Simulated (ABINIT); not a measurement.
**A GW chain in ABINIT: MoS2 (P6_3/mmc)**

Wanted: ground state, empty states, screening and self-energy for MoS2 (P6_3/mmc).

Method: LDA and many-body steps on it, plane waves, in ABINIT 10.8.3.

This is a report of a sequence of runs, with most program output left out.

The database entry behind the starting cell differs from later determinations by our own check (about 0.3 % long), so it need not match the best structure at ambient conditions.

## Step 1: Set-up

It takes space group P6_3/mmc (No. 194, hexagonal). Conventional cell: a = 3.169 Å, b = 3.169 Å, c = 12.324 Å, α = 90.00°, β = 90.00°, γ = 120.00°. Mo has 6 S at 2.41 Å nearest. Nearest to S lie 3 Mo at 2.41 Å. Farther neighbours and most contacts between anions are not listed.

As a file:

```cif
data_structure
_symmetry_space_group_name_H-M 'P 1'
_symmetry_Int_Tables_number 1
_cell_length_a 3.1690
_cell_length_b 3.1690
_cell_length_c 12.3240
_cell_angle_alpha 90.000
_cell_angle_beta 90.000
_cell_angle_gamma 120.000
_cell_volume 107.18
loop_
_atom_site_label
_atom_site_type_symbol
_atom_site_fract_x
_atom_site_fract_y
_atom_site_fract_z
_atom_site_occupancy
Mo1 Mo 0.33333 0.66667 0.25000 1
Mo2 Mo 0.66667 0.33333 0.75000 1
S3 S 0.33333 0.66667 0.62300 1
S4 S 0.66667 0.33333 0.12300 1
S5 S 0.33333 0.66667 0.87700 1
S6 S 0.66667 0.33333 0.37700 1
```

The cell and positions come from the Crystallography Open Database and are kept as given unless a step says otherwise.

## Step 2: Ground state

This step: ABINIT 10.8.3; DFT, LDA, plane waves, norm-conserving pseudopotentials.

The ground-state density comes first.

run.abi

```
acell 3*1.0 Angstrom
rprim 
  3.169000000004 -0.000000000001 0.000000000000
  -1.584500000001 2.744434504597 0.000000000000
  0.000000000000 0.000000000000 12.324000000000
ntypat 2
znucl 42 16
natom 6
typat 1 1 2 2 2 2
xred 
  0.333333333333 0.666666666667 0.250000000000
  0.666666666667 0.333333333333 0.750000000000
  0.333333333333 0.666666666667 0.623000000000
  0.666666666667 0.333333333333 0.123000000000
  0.333333333333 0.666666666667 0.877000000000
  0.666666666667 0.333333333333 0.377000000000
pp_dirpath "pseudos"
pseudos "Mo.upf, S.upf"
ecut 36
ngkpt 6 6 2
nshiftk 1
shiftk 0 0 0
kptopt 1
chksymbreak 0
nband 33
occopt 1
tolvrs 1e-10
nstep 60
prtwf 0
optforces 0
optstress 0
indata_prefix "in"
outdata_prefix "out"
tmpdata_prefix "tmp"
```

Run with:

```
$ OMP_NUM_THREADS=1 mpirun -n 4 abinit run.abi > log
```

Run time: 47 s. Hardware: 4 MPI ranks of Arm Neoverse V1, shared host; peak memory 0.43 GiB.

This step gave:

```
total energy               : -5039.2421 eV
gap                        : 0.8172 eV
k of the valence top       : 0, 0, 0
k of the conduction bottom : 0.1667, 0.1667, 0
least direct gap           : 1.648 eV
```

The gap is indirect, with the least direct gap 0.83 eV higher.

## Step 3: Bands along the symmetry lines

The cheap functional maps the bands first; the places of the edges decide which points the dearer methods must see.

run.abi

```
acell 3*1.0 Angstrom
rprim 
  3.169000000004 -0.000000000001 0.000000000000
  -1.584500000001 2.744434504597 0.000000000000
  0.000000000000 0.000000000000 12.324000000000
ntypat 2
znucl 42 16
natom 6
typat 1 1 2 2 2 2
xred 
  0.333333333333 0.666666666667 0.250000000000
  0.666666666667 0.333333333333 0.750000000000
  0.333333333333 0.666666666667 0.623000000000
  0.666666666667 0.333333333333 0.123000000000
  0.333333333333 0.666666666667 0.877000000000
  0.666666666667 0.333333333333 0.377000000000
pp_dirpath "pseudos"
pseudos "Mo.upf, S.upf"
ecut 36
iscf -2
irdden 1
kptopt 0
nkpt 75
kpt 
  0.00000000 0.00000000 0.00000000
  0.06250000 0.00000000 0.00000000
  0.12500000 0.00000000 0.00000000
  0.18750000 0.00000000 0.00000000
  0.25000000 0.00000000 0.00000000
  0.31250000 0.00000000 0.00000000
  0.37500000 0.00000000 0.00000000
  0.43750000 0.00000000 0.00000000
  0.50000000 0.00000000 0.00000000
  0.47916667 0.04166667 0.00000000
  0.45833333 0.08333333 0.00000000
  0.43750000 0.12500000 0.00000000
  0.41666666 0.16666666 0.00000000
  0.39583333 0.20833333 0.00000000
  0.37500000 0.25000000 0.00000000
  0.35416666 0.29166666 0.00000000
  0.33333333 0.33333333 0.00000000
  0.29166666 0.29166666 0.00000000
  0.25000000 0.25000000 0.00000000
  0.20833333 0.20833333 0.00000000
  0.16666666 0.16666666 0.00000000
  0.12500000 0.12500000 0.00000000
  0.08333333 0.08333333 0.00000000
  0.04166667 0.04166667 0.00000000
  0.00000000 0.00000000 0.00000000
  0.00000000 0.00000000 0.06250000
  0.00000000 0.00000000 0.12500000
  0.00000000 0.00000000 0.18750000
  0.00000000 0.00000000 0.25000000
  0.00000000 0.00000000 0.31250000
  0.00000000 0.00000000 0.37500000
  0.00000000 0.00000000 0.43750000
  0.00000000 0.00000000 0.50000000
  0.06250000 0.00000000 0.50000000
  0.12500000 0.00000000 0.50000000
  0.18750000 0.00000000 0.50000000
  0.25000000 0.00000000 0.50000000
  0.31250000 0.00000000 0.50000000
  0.37500000 0.00000000 0.50000000
  0.43750000 0.00000000 0.50000000
  0.50000000 0.00000000 0.50000000
  0.47916667 0.04166667 0.50000000
  0.45833333 0.08333333 0.50000000
  0.43750000 0.12500000 0.50000000
  0.41666666 0.16666666 0.50000000
  0.39583333 0.20833333 0.50000000
  0.37500000 0.25000000 0.50000000
  0.35416666 0.29166666 0.50000000
  0.33333333 0.33333333 0.50000000
  0.29166666 0.29166666 0.50000000
  0.25000000 0.25000000 0.50000000
  0.20833333 0.20833333 0.50000000
  0.16666666 0.16666666 0.50000000
  0.12500000 0.12500000 0.50000000
  0.08333333 0.08333333 0.50000000
  0.04166667 0.04166667 0.50000000
  0.00000000 0.00000000 0.50000000
  0.50000000 0.00000000 0.50000000
  0.50000000 0.00000000 0.43750000
  0.50000000 0.00000000 0.37500000
  0.50000000 0.00000000 0.31250000
  0.50000000 0.00000000 0.25000000
  0.50000000 0.00000000 0.18750000
  0.50000000 0.00000000 0.12500000
  0.50000000 0.00000000 0.06250000
  0.50000000 0.00000000 0.00000000
  0.33333333 0.33333333 0.50000000
  0.33333333 0.33333333 0.43750000
  0.33333333 0.33333333 0.37500000
  0.33333333 0.33333333 0.31250000
  0.33333333 0.33333333 0.25000000
  0.33333333 0.33333333 0.18750000
  0.33333333 0.33333333 0.12500000
  0.33333333 0.33333333 0.06250000
  0.33333333 0.33333333 0.00000000
istwfk *1
nband 38
nbdbuf 7
tolwfr 1e-07
nstep 50
prtwf 0
prtvol 0
indata_prefix "in"
outdata_prefix "out"
tmpdata_prefix "tmp"
```

Run time: 97 s. Hardware: 4 MPI ranks; peak memory 0.63 GiB.

This step gave:

```
gap                        : 0.8172 eV
k of the valence top       : 0, 0, 0
k of the conduction bottom : 0.1667, 0.1667, 0
least direct gap           : 1.648 eV
```

The gap is 0.817 eV, as in the run before at this level.

Electronic bands along the path, in eV, zero at the top of the highest filled band:

```tsv
point	band 23	band 24	band 25	band 26	band 27	band 28	band 29	band 30
Γ	-2.14	-1.20	-1.16	0.00	2.08	2.08	2.11	2.11
halfway	-2.31	-1.58	-1.52	-1.39	1.15	1.58	1.79	2.01
M	-1.72	-1.52	-1.42	-1.29	1.58	1.62	1.96	2.24
halfway	-2.78	-2.32	-1.12	-0.92	1.42	1.54	2.26	2.33
K	-2.68	-2.68	-0.80	-0.63	1.02	1.02	1.74	2.80
halfway	-1.79	-1.57	-1.50	-1.48	0.82	1.60	1.69	1.73
Γ	-2.14	-1.20	-1.16	0.00	2.08	2.08	2.11	2.11
halfway	-2.15	-1.86	-0.64	-0.06	2.08	2.08	2.10	2.10
A	-2.16	-2.16	-0.27	-0.27	2.09	2.09	2.09	2.09
halfway	-2.05	-2.05	-1.40	-1.40	1.51	1.51	1.68	1.68
L	-1.62	-1.62	-1.35	-1.35	1.60	1.60	2.11	2.11
halfway	-2.59	-2.59	-1.01	-1.01	1.48	1.48	2.29	2.29
H	-2.86	-2.86	-0.72	-0.72	1.02	1.02	2.22	2.22
halfway	-1.74	-1.74	-1.48	-1.48	1.16	1.16	1.79	1.79
A	-2.16	-2.16	-0.27	-0.27	2.09	2.09	2.09	2.09
jump to L	-1.62	-1.62	-1.35	-1.35	1.60	1.60	2.11	2.11
halfway	-1.69	-1.55	-1.40	-1.31	1.58	1.61	2.00	2.20
M	-1.72	-1.52	-1.42	-1.29	1.58	1.62	1.96	2.24
jump to H	-2.86	-2.86	-0.72	-0.72	1.02	1.02	2.22	2.22
halfway	-2.75	-2.75	-0.78	-0.66	1.02	1.02	1.88	2.63
K	-2.68	-2.68	-0.80	-0.63	1.02	1.02	1.74	2.80
```

## Step 4: Empty states on the mesh, 3×3×1 mesh, 383 bands

The sums over transitions need many empty states on a uniform mesh; this step solves for them.

run.abi

```
acell 3*1.0 Angstrom
rprim 
  3.169000000004 -0.000000000001 0.000000000000
  -1.584500000001 2.744434504597 0.000000000000
  0.000000000000 0.000000000000 12.324000000000
ntypat 2
znucl 42 16
natom 6
typat 1 1 2 2 2 2
xred 
  0.333333333333 0.666666666667 0.250000000000
  0.666666666667 0.333333333333 0.750000000000
  0.333333333333 0.666666666667 0.623000000000
  0.666666666667 0.333333333333 0.123000000000
  0.333333333333 0.666666666667 0.877000000000
  0.666666666667 0.333333333333 0.377000000000
pp_dirpath "pseudos"
pseudos "Mo.upf, S.upf"
ecut 36
ngkpt 3 3 1
nshiftk 1
shiftk 0 0 0
kptopt 1
chksymbreak 0
iscf -2
irdden 1
istwfk *1
nband 383
nbdbuf 34
tolwfr 1e-09
nstep 60
prtvol 0
indata_prefix "in"
outdata_prefix "out"
tmpdata_prefix "tmp"
```

Run with:

```
$ OMP_NUM_THREADS=1 mpirun -n 3 abinit run.abi > log
```

Wall time 3.4 min (3 MPI ranks); peak memory 0.45 GiB.

Numbers from this step:

* gap: 1.022 eV
* k of the valence top: 0, 0, 0
* k of the conduction bottom: 0.3333, 0.3333, 0
* least direct gap: 1.648 eV
* k points computed: 3
* lowest point of the top converged band, above the valence top: 106.9413 eV

On this mesh the gap is 1.022 eV. The earlier step found 0.817 eV, so this mesh misses an edge.

## Step 5: Screening, 3×3×1 mesh, 349 bands, screening to 179.6 eV

The RPA dielectric matrix is built and inverted for each q.

This step: RPA screening on LDA, plane waves, norm-conserving pseudopotentials.

run.abi, as its differences from that of step 4:

```diff
@@ -24,10 +24,11 @@
 chksymbreak 0
-iscf -2
-irdden 1
 istwfk *1
-nband 383
-nbdbuf 34
-tolwfr 1e-09
-nstep 60
-prtvol 0
+occopt 1
+irdwfk 1
+optdriver 3
+nband 349
+ecuteps 6.6
+inclvkb 2
+awtr 1
+symchi 1
 indata_prefix "in"
```

Run with:

```
$ OMP_NUM_THREADS=1 mpirun -n 4 abinit run.abi > log
```

It took 85 s on 4 MPI ranks; peak memory 1.4 GiB.

Numbers from this step:

```
ε∞ with local fields, on this mesh, along the program's q direction : 17.38
the same without local fields                                       : 19.69
plasma frequency                                                    : 25.86 eV
plane waves in the screening matrix                                 : 585
```

Local fields lower ε∞ by 12 %. On a Γ-centred mesh this coarse the value itself is usually too large, while a short band sum pulls it down.

## Step 6: Self-energy, 3×3×1 mesh, 349 bands, screening to 179.6 eV

The self-energy is evaluated for the states that the input lists, and the levels follow from it, in one-shot runs by the linearised quasiparticle equation.

This step: G0W0 on LDA, plane waves, norm-conserving pseudopotentials.

run.abi, as its differences from that of step 5:

```diff
@@ -27,8 +27,17 @@
 irdwfk 1
-optdriver 3
+optdriver 4
 nband 349
+gwcalctyp 0
+ecutsigx 36
+symsigma 1
+nkptgw 2
+kptgw 
+  0.0000000000 0.0000000000 0.0000000000
+  0.3333333333 0.3333333333 0.0000000000
+bdgw 
+  25 28
+  25 28
 ecuteps 6.6
-inclvkb 2
-awtr 1
-symchi 1
+irdscr 1
+ppmodel 1
 indata_prefix "in"
```

Wall time 45 s (4 MPI ranks); peak memory 1.4 GiB; 3 min of CPU time.

Numbers from this step:

| Item | Value |
| --- | --- |
| G0W0 gap on the points computed | 1.699 eV |
| starting gap on the mesh | 1.022 eV |
| k of the valence top | 0, 0, 0 |
| k of the conduction bottom | 0.3333, 0.3333, 0 |
| Z at the valence top | 0.768 |
| Z at the conduction bottom | 0.766 |
| least direct G0W0 gap on the computed points | 2.241 eV |

The gap on the mesh goes from 1.02 eV to 1.70 eV, a correction of +0.68 eV. The start differs from the 0.82 eV found before because the two sample other k points.

Limits: finite bands, cutoff and mesh; no spin-orbit coupling; coarse k mesh. v1 is the top filled band, c1 the lowest empty one. Levels before and after the correction, in eV, zero at the valence-band top of each column:

```tsv
	conduction bottom	valence top
Kohn-Sham	1.02	0.00
G0W0	1.70	0.00
```

```tsv
	level	energy (eV)
Kohn-Sham	Γ v2	-1.160
Kohn-Sham	Γ v1	0.000
Kohn-Sham	Γ c1-c2	2.083
Kohn-Sham	(0.333 0.333 0) v2	-0.800
Kohn-Sham	(0.333 0.333 0) v1	-0.626
Kohn-Sham	(0.333 0.333 0) c1-c2	1.022
G0W0	Γ v2	-1.635
G0W0	Γ v1	0.000
G0W0	Γ c1-c2	2.506
G0W0	(0.333 0.333 0) v2	-0.715
G0W0	(0.333 0.333 0) v1	-0.542
G0W0	(0.333 0.333 0) c1-c2	1.699
```

## Step 7: Where the time went

Times are wall times on the hardware named with each run, good to a factor of about two.

```tsv
step	time	share	memory (GiB)
ground state	47 s	10 %	0.43
bands along the symmetry lines	97 s	20 %	0.63
empty states on the mesh	3.4 min	43 %	0.45
screening	85 s	18 %	1.4
self-energy	45 s	9 %	1.4
```

## Step 8: What came out

| Item | Value |
| --- | --- |
| LDA gap | 0.82 eV, indirect |
| G0W0 gap on the mesh | 1.70 eV |
| G0W0 gap over the zone (rigid shift) | 1.49 eV |
| GW settings | 3×3×1 mesh, 349 bands, screening to 179.6 eV, Godby-Needs plasmon pole |
| known limits | not at the basis limit; no spin-orbit coupling; coarse k mesh |

G0W0 moves the gap on the mesh from 1.02 eV to 1.70 eV (+0.68 eV), with Z of 0.77 and 0.77 at the edges. The mesh misses the band edges by 0.20 eV in all; a rigid shift gives 1.49 eV for the zone. Local fields lower the RPA ε∞ on this mesh from 19.69 to 17.38; a Γ-centred mesh this coarse tends to raise both, most where the direct gap is narrow, while a short band sum lowers them. Only 2 of the mesh's irreducible points were corrected, so a valley elsewhere could overtake. The dearest step here is «empty states on the mesh». Bands and cutoff are finite, so the gap is not at the basis limit. The miss can reach some tenths of an eV and take either sign; the mesh is an error of its own. In the G0W0 run levels were corrected at 2 k points alone, so a gap called «on the mesh» is the least over those, and an edge elsewhere would be missed. A denser mesh or path gives a starting gap of 0.82 eV: the GW mesh misses a band edge, so its gaps are not the fundamental one. The 3×3×1 mesh is coarse for this cell, which bears on the long-range parts of exchange and screening. The many-body steps are scalar-relativistic: spin-orbit coupling is not in them.

[Paths, hosts, dates, memory and timing lines, banners, echoed tables and standing remarks are left out of the program output.]

[Logs are printed without paths, hosts, clocks, repeated set-up lines and the standing remarks that a program may print on its own settings, such as how far it seeks lower states.]

[Runs of the session that timed out or met a known fault of the program may be left out.]

[Hosts, paths, dates, database ids (printed as entryN), source tags and the programs' standing remarks are cut or masked in the printed files.]

[G0W0 gaps are taken among the corrected bands and points alone; a level outside them can change the order at an edge.]

[Where Ansatz stands beside ABINIT at settings called matched, ABINIT's density can come from a denser mesh and the files from another edition; pairs whose starting gaps differed by over 0.03 eV were left out, so agreement reads better than it is.]
